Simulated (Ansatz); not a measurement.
# NaWO3 (cubic perovskite) (Pm-3m): how robust is the cRPA U?, part 2 of 2

Wanted: the sensitivity and cost of U and J for NaWO3 (cubic perovskite) (Pm-3m).

Ansatz 0.2.0; constrained RPA on LDA, plane waves, PAW.

So far. Step 4 (Changed: 2×2×2 mesh): On the W t2g shell, screening brings the on-site interaction from 12.0 eV down to U = 3.42 eV.

The structure was built from a prototype and need not be the compound's stable phase.

### 7. Changed: sums without a band count

File input.yaml:

```yaml
crystal:
  lattice:
    - [0.0, -3.84568821, 0.0]
    - [0.0, 0.0, 3.84568821]
    - [-3.84568821, 0.0, 0.0]
  atoms:
    - { symbol: Na, position: [0.0, 0.0, 0.0] }
    - { symbol: W, position: [0.5, 0.5, 0.5] }
    - { symbol: O, position: [0.5, 0.5, 0.0] }
    - { symbol: O, position: [0.5, 0.0, 0.5] }
    - { symbol: O, position: [0.0, 0.5, 0.5] }
kpoints:
  mp_grid: { grid: [6, 6, 6] }
hamiltonian:
  xc: lda
scf:
  occupations: { method: gaussian, width: 0.08 }
  n_extra_bands: 19
  max_iter: 150
  lower_state_search: "off"
output:
  crpa:
    kmesh: [4, 4, 4]
    target_bands: [v1, c2]
    projections: [{ species: W, l: d, shell: 5, orbitals: [dxz, dyz, dxy] }]
    accuracy: sum_over_states
```

Run with:

```sh
$ ansatz run input.yaml --threads 4 --pin off --max-ram 9216MiB --backend cpu --events-out ev --progress --plain --runs-dir out
```

Numbers of over 12 decimals in the logs are rounded to 6 here.

What it wrote:

```text
Error: 2 input errors — fix all and re-run
  1. invalid value for `output.crpa.n_empty_bands`: is left out, and the sums over bands alone (accuracy: sum_over_states under output.crpa) have no default for it, since their result follows it; type one, or take accuracy: low, medium or high under output.crpa
  2. invalid value for `output.crpa.ecut_chi`: is left out, and the sums over bands alone (accuracy: sum_over_states under output.crpa) have no default for it, since their result follows it; type one, or take accuracy: low, medium or high under output.crpa
```

Wall time 0.08 s (4 threads of AMD EPYC 9R45, shared host); peak memory 0.1 GiB.

The program refused the input before any cycle.

The program's message: “Error: 2 input errors — fix all and re-run”

The fault put into this input: sums without a band count.

### 8. Changed: PBEsol

This step: constrained RPA on PBEsol, plane waves, PAW.

Changes to input.yaml since step 7:

```diff
@@ -14,3 +14,3 @@
 hamiltonian:
-  xc: lda
+  xc: pbesol
 scf:
@@ -25,2 +25 @@
     projections: [{ species: W, l: d, shell: 5, orbitals: [dxz, dyz, dxy] }]
-    accuracy: sum_over_states
```

What it wrote:

```text
[...]
Crystal: 5 atoms, lattice volume = 56.875 Å³
Basis set: ecut = 420 eV, 1141 PW (Γ)
Bands: 40, of which v1, the nominal top of the filled ones, is band 21 counted from 1 (20 counted from 0)
Symmetry: 48 space group operations
[...]
k-points: 20 of 216
[...]
k-point 19: bands = [... 17 lower, 8.5299, 8.5299, 8.5299, 14.6538, 14.6538, 14.6538, 16.3227, 20.6582, ... 15 higher]
[...]
χ-basis size per q: N_G = 196..216
[...]
Site 1, 5D, 3 of 5 d orbitals (Wannier functions 1, 2, 3; wannier90's mr 2, 3, 5):
      screened: U = 3.1198 eV, U' = 2.5047 eV, J = 0.2845 eV
      screened, to within: U = 3.1e-3 eV, U' = 3.1e-3 eV, J = 4.2e-4 eV
      bare: V = 11.1847 eV, V' = 10.2582 eV, J = 0.3913 eV
[...]
[key lines of the parts left out:]
SCF converged after 6 iterations
Free energy (F): -13418.168603 eV
Fermi energy:    11.472507 eV
```

Run time: 9 s. Hardware: 4 threads; peak memory 0.56 GiB; 32 s of CPU time.

This step gave:

```
U                                                 : 3.120 eV
U prime (inter-orbital)                           : 2.505 eV
J                                                 : 0.2845 eV
bare V                                            : 11.18 eV
bare J                                            : 0.3913 eV
stated bound on U                                 : 0.003006 eV
U over bare V                                     : 0.2789
electrons in the window                           : 1.0000
head of the constrained inverse dielectric matrix : 0.2239
least eigenvalue of the projection's overlap      : 0.5704
target functions                                  : 3
bands in the sums                                 : 46
width of the target bands                         : 4.708 eV
weight of the projected orbitals in the window    : 0.6983
```

On the W t2g shell, screening brings the on-site interaction from 11.2 eV down to U = 3.12 eV.

### 9. Changed: volume -3 %

This step: constrained RPA on LDA, plane waves, PAW.

The cell differs from the one that the last finished run ended in (a 3.846 → 3.807 Å, b 3.846 → 3.807 Å, c 3.846 → 3.807 Å).

Changes to input.yaml since step 8:

```diff
@@ -2,5 +2,5 @@
   lattice:
-    - [0.0, -3.84568821, 0.0]
-    - [0.0, 0.0, 3.84568821]
-    - [-3.84568821, 0.0, 0.0]
+    - [0.0, -3.8068402185, 0.0]
+    - [0.0, 0.0, 3.8068402185]
+    - [-3.8068402185, 0.0, 0.0]
   atoms:
@@ -14,3 +14,3 @@
 hamiltonian:
-  xc: pbesol
+  xc: lda
 scf:
@@ -25 +25,6 @@
     projections: [{ species: W, l: d, shell: 5, orbitals: [dxz, dyz, dxy] }]
+  local_orbitals:
+    kmesh: [8, 8, 8]
+    orbitals: [{ species: W, l: d, shell: 5, orbitals: [dxz, dyz, dxy] }]
+    window: { bands: [v1, c2] }
+    seedname: lo
```

What it wrote:

```text
[...]
Crystal: 5 atoms, lattice volume = 55.169 Å³
Basis set: ecut = 420 eV, 1045 PW (Γ)
Bands: 40, of which v1, the nominal top of the filled ones, is band 21 counted from 1 (20 counted from 0)
Symmetry: 48 space group operations
[...]
k-points: 20 of 216
[...]
k-point 19: bands = [... 17 lower, 8.7152, 8.7152, 8.7152, 15.0612, 15.0612, 15.0612, 16.3188, 20.9862, ... 15 higher]
[...]
χ-basis size per q: N_G = 192..211
[...]
Site 1, 5D, 3 of 5 d orbitals (Wannier functions 1, 2, 3; wannier90's mr 2, 3, 5):
      screened: U = 3.1394 eV, U' = 2.5273 eV, J = 0.2841 eV
      screened, to within: U = 3.1e-3 eV, U' = 3.1e-3 eV, J = 4.3e-4 eV
      bare: V = 11.1652 eV, V' = 10.2425 eV, J = 0.3901 eV
[...]
[key lines of the parts left out:]
SCF converged after 6 iterations
Free energy (F): -13265.661798 eV
Fermi energy:    11.734839 eV
```

The job ended after 9.2 s (4 threads; peak memory 0.59 GiB; 33 s of CPU time).

This step gave:

- U: 3.139 eV
- U prime (inter-orbital): 2.527 eV
- J: 0.2841 eV
- bare V: 11.17 eV
- bare J: 0.3901 eV
- stated bound on U: 0.003048 eV
- U over bare V: 0.2812
- electrons in the window: 1.0000
- head of the constrained inverse dielectric matrix: 0.2252
- least eigenvalue of the projection's overlap: 0.5657
- target functions: 3
- bands in the sums: 46
- r.m.s. miss of the model bands: 0.001717 eV
- width of the target bands: 4.918 eV
- weight of the projected orbitals in the window: 0.6949

On the W t2g shell, screening brings the on-site interaction from 11.2 eV down to U = 3.14 eV.

### 10. Side by side

Times are wall times on 4 threads of AMD EPYC 9R45, shared host, good to a factor of about two.

```csv
run,bare V (eV),U (eV),J (eV),bound on U (eV),width (eV),time
target window,11.16,3.092,0.283,0.0030,4.70,9.7 s
6×6×6 mesh,11.09,3.086,0.282,0.0030,4.70,46 s
2×2×2 mesh,12.00,3.419,0.311,0.0036,4.70,1.9 s
PBEsol,11.18,3.120,0.285,0.0030,4.71,9 s
volume -3 %,11.17,3.139,0.284,0.0030,4.92,9.2 s
```

### 11. Results

- target window: U 3.09 eV, J 0.28 eV
- 6×6×6 mesh: U 3.09 eV, J 0.28 eV
- 2×2×2 mesh: U 3.42 eV, J 0.31 eV
- PBEsol: U 3.12 eV, J 0.28 eV
- volume -3 %: U 3.14 eV, J 0.28 eV

**Reading.** 6×6×6 mesh moves U by −0.01 eV at 4.7 times the time. 2×2×2 mesh moves U by +0.33 eV at 0.20 times the time. PBEsol moves U by +0.03 eV. Volume -3 % moves U by +0.05 eV. The printed bound covers the solver alone, not the mesh. The parent state is non-magnetic and the interaction static (zero frequency); U depends on the window and the orbitals, so it belongs to this model alone. Spin-orbit coupling, which is strong for atoms this heavy, is left out.

[Paths, hosts, dates, memory and timing lines, banners, echoed tables and standing remarks are left out of the program output.]

[Logs are printed without paths, hosts, clocks, repeated set-up lines and the standing remarks that a program may print on its own settings, such as how far it seeks lower states.]

[Runs of the session that timed out or met a known fault of the program may be left out.]

[Hosts, paths, dates, database ids (printed as entryN), source tags and the programs' standing remarks are cut or masked in the printed files.]
